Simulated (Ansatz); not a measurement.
In doubt: masses and optical values from hybrid runs of this build are listed as unsure, which bears on the screening that GW takes from such a start.

Rows from a G0W0 calculation on PtSe2 (layers cut from the bulk crystal) (Ansatz 0.2.0; G0W0 on HSE06, plane waves, PAW; 6×6×1 mesh, 455 empty bands, screening to 49 eV), in eV. Spin-orbit coupling is left out.

```csv
row,k,band,start,Σx,Σc at the solution,Vxc
A,Γ,v1,-4.875,-16.673,0.715,-16.294
B,Γ,v2,-6.079,-17.312,1.331,-16.319
C,"(0.333, 0.333, 0.000)",v1,-7.362,-22.865,2.889,-20.555
D,Γ,c3,-2.733,-16.891,-2.731,-20.227
E,Γ,c1,-3.257,-16.817,-2.422,-19.841
F,"(0.333, 0.333, 0.000)",c1,-4.453,-17.192,-2.581,-20.360
```

Give the quasiparticle energies and the shift of each level.

The quasiparticle equation reads E = start + Σx + Σc(E) − Vxc.

```csv
row,E (eV),shift (eV)
A,-4.538,+0.337
B,-5.740,+0.339
C,-6.783,+0.579
D,-2.128,+0.605
E,-2.655,+0.602
F,-3.866,+0.586
```

The gap over the computed points goes from 0.42 eV to 0.67 eV.

Limits: not at the basis limit; coarse mesh for a sheet; no spin polarisation; d states lean on the start; no spin-orbit coupling.

[Paths, hosts, dates, memory and timing lines, banners, echoed tables and standing remarks are left out of the program output.]

[Logs are printed without paths, hosts, clocks, repeated set-up lines and the standing remarks that a program may print on its own settings, such as how far it seeks lower states.]

[Runs of the session that timed out or met a known fault of the program may be left out.]

[Cells called generated may have been cut or substituted from an entry of the Crystallography Open Database or the Materials Project.]

[Hosts, paths, dates, database ids (printed as entryN), source tags and the programs' standing remarks are cut or masked in the printed files.]
